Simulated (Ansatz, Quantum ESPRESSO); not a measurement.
# MgO (Periclase): third-order response, part 3 of 3

Aim: Raman and infrared lines of MgO (Periclase).

Quantum ESPRESSO 8.0 development, patched; DFT LDA, scalar-relativistic, plane waves, PseudoDojo norm-conserving pseudopotentials.

So far, mean static dielectric tensor (ions relaxed, fixed cell): step 6 (zone-centre analysis) 9.76. The relaxed cell has a = 4.160 Å (conventional setting).

The database entry behind the starting cell differs from later determinations by our own check (about 0.1 % long), so it need not match the best structure at ambient conditions.

### Step 8. Sum rules set otherwise (asr no)

Without the rule the raw error of the acoustic modes shows.

dynmat.in reads:

```
&input
   fildyn = 'g.dyn'
   asr = 'no'
   fileig = 'dynmat.eig'
   lperm = .true.
/
```

The run is started by

```sh
dynmat.x -in dynmat.in > dynmat.out
```

Output:

```text
[banner, memory and clock lines left out]
Program DYNMAT v.8.0dev

     Reading Dynamical Matrix from file g.dyn
     ...Force constants read
     ...epsilon and Z* read
     ...Raman cross sections read
     A direction for q was not specified:TO-LO splitting will be absent

     Polarizability (A^3 units)
     multiply by 0.579768 for Clausius-Mossotti correction (not under assume_isolated = 'mt')
         3.115069   -0.000000   -0.000000
        -0.000000    3.115069    0.000000
         0.000000    0.000000    3.115069

     IR activities are in (D/A)^2/amu units

# mode   [cm-1]    [THz]      IR
    1      2.97    0.0890    0.0000
    2      2.97    0.0890    0.0000
    3      2.97    0.0890    0.0000
    4    409.16   12.2664    9.2995
    5    409.16   12.2664    9.2995
    6    409.16   12.2664    9.2995

Electronic dielectric permittivity tensor (relative, adimensional)
         3.174486   -0.000000   -0.000000
        -0.000000    3.174486    0.000000
         0.000000    0.000000    3.174486

 ... with zone-center polar mode contributions
         9.755596    0.000000    0.000000
         0.000000    9.755596    0.000000
         0.000000    0.000000    9.755596
```

It took 0.65 s on 1 thread of Intel Xeon Platinum 8488C (Sapphire Rapids), shared host.

Numbers from this step:

| Quantity | Value |
| --- | --- |
| mean static dielectric constant | 9.756 |

Zone-centre frequencies as printed; negative means imaginary. Modes:

| mode | frequency (cm⁻¹) |
| --- | --- |
| 1 | 2.97 |
| 2 | 2.97 |
| 3 | 2.97 |
| 4 | 409.2 |
| 5 | 409.2 |
| 6 | 409.2 |

Against the first rule no mode moves by more than 3.0 cm⁻¹.

### Step 9. Modes along a direction of q (1 0 0)

A longitudinal polar mode sets up a macroscopic field that stiffens it; the term hangs on the direction from which q goes to zero.

dynmat.in reads:

```
&input
   fildyn = 'g.dyn'
   asr = 'simple'
   fileig = 'dynmat.eig'
   q(1) = 1.0
   q(2) = 0.0
   q(3) = 0.0
/
```

The run is started by

```sh
dynmat.x -in dynmat.in > dynmat.out
```

Output:

```text
[banner, memory and clock lines left out]
Program DYNMAT v.8.0dev

     Reading Dynamical Matrix from file g.dyn
     ...Force constants read
     ...epsilon and Z* read
     ...Raman cross sections read

     Polarizability (A^3 units)
     multiply by 0.579768 for Clausius-Mossotti correction (not under assume_isolated = 'mt')
         3.115069   -0.000000   -0.000000
        -0.000000    3.115069    0.000000
         0.000000    0.000000    3.115069

     IR activities are in (D/A)^2/amu units

# mode   [cm-1]    [THz]      IR
    1     -0.00   -0.0000    0.0000
    2     -0.00   -0.0000    0.0000
    3      0.00    0.0000    0.0000
    4    409.16   12.2662    9.2990
    5    409.16   12.2662    9.2990
    6    717.26   21.5029    9.2990
```

It took 0.62 s on 1 thread.

Read from the output:

```
highest mode moved by the LO-TO term : 717.3 cm⁻¹
```

Zone-centre frequencies as printed; negative means imaginary. Modes:

| mode | frequency (cm⁻¹) |
| --- | --- |
| 1 | 0 |
| 2 | 0 |
| 3 | 0 |
| 4 | 409.2 |
| 5 | 409.2 |
| 6 | 717.3 |

The field moves one mode, from 409 to 717 cm⁻¹; the others stay.

### Step 10. The same in Ansatz

A second program on the same cell, potentials, cutoff and meshes tests the implementation of the phonon response, not its convergence. Its field response is summed in its own way. Its k mesh is centred on Γ.

This step: DFT LDA, scalar-relativistic, plane waves, PseudoDojo norm-conserving pseudopotentials (Ansatz 0.2.0).

input.yaml reads:

```yaml
crystal:
  lattice:
    - [-2.0801611407, 0.0, 2.0801611407]
    - [0.0, 2.0801611407, 2.0801611407]
    - [-2.0801611407, 2.0801611407, 0.0]
  atoms:
    - { symbol: Mg, position: [0.0, 0.0, 0.0] }
    - { symbol: O, position: [0.5, 0.5, 0.5] }
kpoints:
  mp_grid: { grid: [8, 8, 8] }
hamiltonian:
  xc: lda
  pseudopotentials: { kind: nc, accuracy: standard }
scf:
  occupations: { method: fixed }
output:
  eigenvalues: true
basis:
  ecutwfc: 1142.878
phonons:
  method: dfpt
  dielectric: true
  rigid_motions: translations
  raman: true
```

The run is started by

```sh
ansatz run input.yaml --threads 2 --pin off --max-ram 4096MiB --backend cpu --events-out ev --progress --plain --runs-dir out
```

Output:

```text
Warning: basis.ecutwfc = 1142.878 eV is below the records' recommended 1142.878222 eV, and the density's cutoff is lower with it unless basis.ecutrho_ratio is high enough to keep the records' density cutoff: compare with a run at a higher cutoff
Engine: ansatz 0.2.0, x86_64-unknown-linux-gnu
Pseudopotentials: kind: nc
Pseudopotential: Mg, nc, valence charge 10, recommended cutoff 1142.878222 eV (normal), Mg.nc.azcp (PseudoDojo's, or run here from an input of PseudoDojo's; its table is named by hamiltonian.pseudopotentials.accuracy)
Pseudopotential: O, nc, valence charge 6, recommended cutoff 1142.878222 eV (normal), O.nc.azcp (PseudoDojo's, or run here from an input of PseudoDojo's; its table is named by hamiltonian.pseudopotentials.accuracy)
Functional definition: SPW92
  exchange = slater_x
  correlation = pw_c
Crystal: 2 atoms, lattice volume = 18.002 Å³
Basis set: ecut = 1142.878 eV, 1591 PW (Γ), exchange–correlation on 72×72×72 points (8 copies of the dense FFT grid, shifted against one another)
Bands: 12, of which v1, the nominal top of the filled ones, is band 8 counted from 1 (7 counted from 0)
Symmetry: 48 space group operations
k-points: 59 of 512 (irreducible under 8 space group operations, time reversal used)
Non-local potential: Mg, projectors of the file, l = 0: 2, l = 1: 2
Non-local potential: O, projectors of the file, l = 0: 2, l = 1: 2, l = 2: 1
Initial density: superposition of atomic densities (chi_scale 0.1, normalization cell, long waves kept (reshape's long-wave potential 0.00 eV rms))
Initial wavefunctions: pseudopotential atomic-orbital guess
Functional: x = slater, c = lda
SCF iter   1: F=—  HF=-2066.168485 eV  |F-HF|=—  |Δ(HF+E_count)|=         —  Δρ=9.47e-2  dr2=7.10e-1  ethr=3.10e-3  ⟨swp⟩=5.2  Hψ=3763  notcnv=0  defer=110
preconditioner: auto → none  [insulator: Δε(μ)=5.017 eV  Ē_g=18.615 eV  n_scr=8 (ndim 8)  ℏωp=24.8 eV  f_vac=0.000  ε∞_Penn≈2.8]
SCF iter   2: F=—  HF=-2065.856235 eV  |F-HF|=—  |Δ(HF+E_count)|=   3.12e-1  Δρ=3.19e-2  dr2=8.33e-2  ethr=3.10e-3  ⟨swp⟩=2.5  Hψ=1626  notcnv=0  defer=114
SCF iter   3: F=—  HF=-2065.828086 eV  |F-HF|=—  |Δ(HF+E_count)|=   2.81e-2  Δρ=7.05e-3  dr2=2.85e-3  ethr=5.20e-4  ⟨swp⟩=2.0  Hψ=1210  notcnv=0  defer=116
SCF iter   4: F=—  HF=-2065.828444 eV  |F-HF|=—  |Δ(HF+E_count)|=   3.58e-4  Δρ=3.91e-3  dr2=1.93e-3  ethr=1.78e-5  ⟨swp⟩=2.0  Hψ=1053  notcnv=0  defer=116
SCF iter   5: F=—  HF=-2065.827870 eV  |F-HF|=—  |Δ(HF+E_count)|=   5.75e-4  Δρ=2.33e-4  dr2=1.56e-6  ethr=1.20e-5  ⟨swp⟩=2.0  Hψ=1043  notcnv=0  defer=116
SCF iter   6: F=—  HF=-2065.827876 eV  |F-HF|=—  |Δ(HF+E_count)|=   6.20e-6  Δρ=4.98e-5  dr2=7.41e-8  ethr=9.78e-9  ⟨swp⟩=2.0  Hψ=935  notcnv=0  defer=34
SCF iter   7: F=—  HF=-2065.827876 eV  |F-HF|=—  |Δ(HF+E_count)|=   4.64e-8  Δρ=3.41e-6  dr2=5.52e-10  ethr=4.63e-10  ⟨swp⟩=1.3  Hψ=803  notcnv=0  defer=34
SCF iter   8: F=-2065.827876 eV  HF=-2065.827876 eV  |F-HF|=2.27e-12  |Δ(HF+E_count)|=  3.43e-10  Δρ=2.54e-7  dr2=3.17e-12  ethr=1.00e-12  ⟨swp⟩=8.5  Hψ=4165  notcnv=0
SCF 1 converged in 8 iterations: F = -2065.827876 eV  dr2 = 3.17e-12
DFPT response loops at Γ: preconditioner auto → none (the input reference at scf.mixing.eps_inf says where Resta's filter doesn't serve); β = 0.50; Broyden in place of MSR1
── the response to a field inside a basis, on 10×10×10 k-points: an SCF that follows is theirs, and a resumed run solves both again ──
Bands: 9, of which v1, the nominal top of the filled ones, is band 8 counted from 1 (7 counted from 0)
k-points: 110 of 1000 (irreducible under 12 space group operations)
Initial density: handed on by an earlier stage of this run
Initial wavefunctions: pseudopotential atomic-orbital guess (no wavefunctions were taken with the density)
Eigensolver: Dense (110 Hₖ)
SCF iter   1: F=—  HF=-2065.825341 eV  |F-HF|=—  |Δ(HF+E_count)|=         —  Δρ=9.78e-5  dr2=1.49e-7  ethr=1.00e-1
preconditioner: auto → none  [insulator: Δε(μ)=5.251 eV  Ē_g=14.769 eV  n_scr=8 (ndim 8)  ℏωp=24.8 eV  f_vac=0.000  ε∞_Penn≈3.8]
SCF iter   2: F=—  HF=-2065.825341 eV  |F-HF|=—  |Δ(HF+E_count)|=   4.03e-7  Δρ=4.89e-5  dr2=3.50e-8  ethr=9.31e-10
SCF iter   3: F=—  HF=-2065.825341 eV  |F-HF|=—  |Δ(HF+E_count)|=   1.39e-7  Δρ=1.36e-5  dr2=1.70e-8  ethr=2.18e-10
SCF iter   4: F=-2065.825341 eV  HF=-2065.825341 eV  |F-HF|=5.46e-12  |Δ(HF+E_count)|=  7.64e-10  Δρ=5.34e-7  dr2=1.63e-11  ethr=1.06e-10
SCF 1 converged in 4 iterations: F = -2065.825341 eV  dr2 = 1.63e-11
DFPT response loops at Γ: mixed as the last ones told, above
DFPT response loops at Γ: mixed as the last ones told, above
SCF converged after 8 iterations
Free energy (F): -2065.827876 eV
Harris-Foulkes:  -2065.827876 eV  (|F-HF|=2.27e-12)
Internal energy: -2065.827876 eV  (E = F + TS)
E sigma→0 (E₀):  -2065.827876 eV
Fermi energy:    8.155643 eV
--- Per-component energies (eV) ---
  E_band       = -289.240017
  E_kinetic    = 1230.299613
  E_local      = -1648.170542  (includes V_loc(G=0)·N_el)
  E_nonlocal   = -569.900136
  E_hartree    = 552.784510
  E_xc         = -325.439461
  E_vxc        = -407.037914  (∫ρ·V_xc dr)
  E_ewald      = -1305.401860
  E_smearing   = -0.000000  (= −TS)
  E_closure    = 0.000000  (closes the sum)
  Σ components = -2065.827876   (vs F -2065.827876, Δ=0.00e0)
--- Band table (eV; the first three rows and the last of 59) ---
  k-point 0: bands = [... 4 lower, -8.9738, 8.1556, 8.1556, 8.1556, 13.2173, 24.0596, 24.0596, 24.0596]
  k-point 1: bands = [... 4 lower, -8.7870, 7.1865, 8.0463, 8.0463, 14.1106, 22.3419, 24.4291, 24.4291]
  k-point 2: bands = [... 4 lower, -8.2990, 5.4114, 7.7945, 7.7945, 15.5050, 20.8103, 24.9336, 24.9336]
  k-point 58: bands = [... 4 lower, -7.2415, 3.9001, 6.7464, 6.7464, 17.2036, 18.2922, 21.4330, 27.3612]
--- Phonons (Γ-DFPT): 2 representative perturbations + reference, on 59 of 512 k-points (Σ response iterations 6) ---
  k mesh reduced under 8 symmetry operations, with k and −k counted as one. Each operation leaves every solved perturbation unchanged. A smaller set is not considered because the run solves the response to a homogeneous field
  ASR residual: 2.998e-4 → 0.000e0 eV/Å²; symmetrization residual: 5.908e-6 eV/Å²
  ASR residual per site (eV/Å²): 3.00e-4 2.07e-4
  Γ frequencies (cm⁻¹): 0.00 0.00 0.00 409.09 409.09 409.09
  ε∞ (high-frequency dielectric tensor):
        3.172257    -0.000000     0.000000
       -0.000000     3.172257    -0.000000
        0.000000    -0.000000     3.172257
  ε⁰ (static dielectric tensor: ions relaxed, cell fixed):
        9.751993     0.000000     0.000000
        0.000000     9.751993    -0.000000
        0.000000    -0.000000     9.751993
  ε⁰ − ε∞ (ionic part):
        6.579736     0.000000     0.000000
        0.000000     6.579736    -0.000000
        0.000000    -0.000000     6.579736
  softest optical mode at Γ: 409.09 cm⁻¹; the repairs (sum rule, projections) moved no ω² at Γ by more than (2.03 cm⁻¹)²
  Born effective charges Z* (e; rows j = field, columns β = displacement):
    site 0:
         1.97150    0.00000    0.00000
         0.00000    1.97150   -0.00000
         0.00000   -0.00000    1.97150
    site 1:
        -1.97150   -0.00000   -0.00000
        -0.00000   -1.97150    0.00000
        -0.00000    0.00000   -1.97150
  Z* charge neutrality: 6.787e-4 e pre-enforcement
  solved inside a basis spanned on kpoints, on 10×10×10 k-points: ε∞ is read to err by 6.6e-3, Z* by 1.1e-2 e (field_mesh: kpoints solves on kpoints); Z* is corrected for what the basis lacks
  Raman tensors (in the event stream and the table raman_tensors.tsv): an entry may err by 1.0e-4 Å², one of the second-order susceptibility by 1.5e-20 pm/V (basis, points and sum rule); their sum over the sites missed zero by 3.353e-22 Å² ahead of its enforcement
  optical modes at Γ without the LO–TO term, one row a degenerate level:
      ω (cm⁻¹)  modes    IR ((D/Å)²/amu)  static Raman (Å⁴/amu)  depolarisation
        409.09      3            27.8827                 0.0000               —
  optical modes at Γ + LO–TO along q̂ = [1.0000, 0.0000, 0.0000]:
      ω (cm⁻¹)  modes    IR ((D/Å)²/amu)  static Raman (Å⁴/amu)  depolarisation
        409.09      2            18.5885                 0.0000               —
        717.27      1             9.2942                 0.0000               —
  optical modes at Γ + LO–TO along q̂ = [0.0000, 1.0000, 0.0000]:
      ω (cm⁻¹)  modes    IR ((D/Å)²/amu)  static Raman (Å⁴/amu)  depolarisation
        409.09      2            18.5885                 0.0000               —
        717.27      1             9.2942                 0.0000               —
  optical modes at Γ + LO–TO along q̂ = [0.0000, 0.0000, 1.0000]:
      ω (cm⁻¹)  modes    IR ((D/Å)²/amu)  static Raman (Å⁴/amu)  depolarisation
        409.09      2            18.5885                 0.0000               —
        717.27      1             9.2942                 0.0000               —
```

The job ended after 63 s (2 threads; peak memory 0.77 GiB).

Numbers from this step:

| Item | Value |
| --- | --- |
| sum-rule residual before enforcement | 3.00e-4 eV/Å² |
| miss of the charge sum rule | 6.79e-4 e |
| estimated error of the dielectric tensor | 0.006566 |
| estimated error of the Born charges | 0.01084 e |
| highest optical zone-centre mode (no LO-TO term) | 409.1 cm⁻¹ |
| lowest optical zone-centre mode | 409.1 cm⁻¹ |
| mean high-frequency dielectric constant | 3.172 |
| mean static dielectric constant | 9.752 |

Transverse modes. Infrared lines, with heights relative to the strongest:

| position (cm⁻¹) | label | IR intensity ((D/Å)²/amu), degenerate modes summed, relative |
| --- | --- | --- |
| 409 | T1u | 100 |

### Step 11. The two compared: QE PseudoDojo and Ansatz, PseudoDojo

Numbers from this step:

| Property | Result |
| --- | --- |
| root-mean-square difference | 0.07 cm⁻¹ |
| largest difference | 0.07 cm⁻¹ |

Frequencies side by side, by row:

| q (reciprocal lattice) | mode | QE PseudoDojo (cm⁻¹) | Ansatz, PseudoDojo (cm⁻¹) |
| --- | --- | --- | --- |
| 0 0 0 | 1 | 0 | 0 |
| 0 0 0 | 2 | 0 | 0 |
| 0 0 0 | 3 | 0 | 0 |
| 0 0 0 | 4 | 409.2 | 409.1 |
| 0 0 0 | 5 | 409.2 | 409.1 |
| 0 0 0 | 6 | 409.2 | 409.1 |

The two runs side by side. Further quantities:

| quantity | QE PseudoDojo | Ansatz, PseudoDojo |
| --- | --- | --- |
| mean ε∞ | 3.175 | 3.172 |
| largest Born charge in size (e; the first before, the second after the charge sum rule) | 1.972 | 1.972 |
| summed IR intensity ((D/Å)²/amu) | 27.9 | 27.88 |

At the zone centre the largest difference (acoustic modes at Γ apart) is 0.02 % of the highest mode.

### Step 12. Outcome

```
space group after relaxation                                           : Fm-3m
volume per atom                                                        : 9.00 Å³
gap on the k-mesh                                                      : 5.06 eV
highest optical zone-centre mode (no LO-TO term)                       : 409.2 cm⁻¹
highest mode moved by the LO-TO term                                   : 717.3 cm⁻¹
mean high-frequency dielectric constant                                : 3.17
largest Born charge in size (third of the trace)                       : 1.97 e
mean static dielectric constant                                        : 9.76
imaginary optical modes at the zone centre (no q mesh in this session) : none
largest difference from Ansatz, PseudoDojo                             : 0.07 cm⁻¹
```

What this shows: No mode is Raman active in this structure; the strongest infrared line lies at 409 cm⁻¹. At the LDA level the optical modes of MgO (Periclase) at the zone centre (no LO-TO term) lie at 409 cm⁻¹. Along the directions run, the highest mode that the macroscopic field moves lies at 717 cm⁻¹. Lattice motion raises the mean dielectric constant from 3.175 to 9.755. The Born charge of Mg is 1.972 e against a formal charge of +2, close to the ionic value. The Lyddane-Sachs-Teller relation holds: (ωLO/ωTO)² is 3.07 and ε₀/ε∞ is 3.07. QE PseudoDojo and Ansatz, PseudoDojo agree to 0.07 cm⁻¹ (0.02 % of the highest mode compared) on all solved modes but the acoustic ones at Γ, without the LO-TO term. These are harmonic frequencies at zero temperature: anharmonic shifts and linewidths and thermal expansion are left out. The build is a development version in which the Raman tensors of release 7.5 are mended; dynmat.x leaves out the electro-optic term of LO lines.

Calculation against experiment:

```
                                      quantity  measured  LDA PseudoDojo norm-conserving, Quantum ESPRESSO  LDA PseudoDojo norm-conserving
                        lattice constant a (Å)     4.212                                    4.160 (-1.2 %)                               -
                     band gap (least gap) (eV)      7.83                                                 -                 5.06 (-2.77 eV)
                       ε∞ (mean of the tensor)      2.95                                     3.17 (+7.6 %)                   3.17 (+7.5 %)
infrared mode, TO phonon at Gamma (T1u) (cm⁻¹)     396.5                                      409 (+3.2 %)                    409 (+3.2 %)
```

Measured values from arxiv:0704.2267 (2007) and arxiv:0908.1581 (2009).

Verdict: The lattice constant a is off by -1.2 %: fair agreement. The band gap is off by -2.77 eV: a clear miss. Local and semilocal functionals usually give gaps below the measured ones. Zero-point and thermal motion shift the measured gap. The ε∞ is off by +7.6 % at LDA PseudoDojo norm-conserving, Quantum ESPRESSO: fair agreement. The infrared mode is off by +3.2 % at LDA PseudoDojo norm-conserving, Quantum ESPRESSO: fair agreement. The grades are ours: good and fair within 0.7 and 1.5 % for the lattice constant a, 7 and 18 % for the ε∞ and 3 and 7 % for the infrared mode. For lattice constants and infrared mode the calculation has a static lattice, without zero-point motion or thermal expansion (measured at up to 295 K).

[Host names and launcher messages were left out of these logs when they were recorded.]

[Logs are printed without paths, hosts, clocks, repeated set-up lines and the standing remarks that a program may print on its own settings, such as how far it seeks lower states.]

[Hosts, paths, dates, database ids (printed as entryN), source tags and the programs' standing remarks are cut or masked in the printed files.]
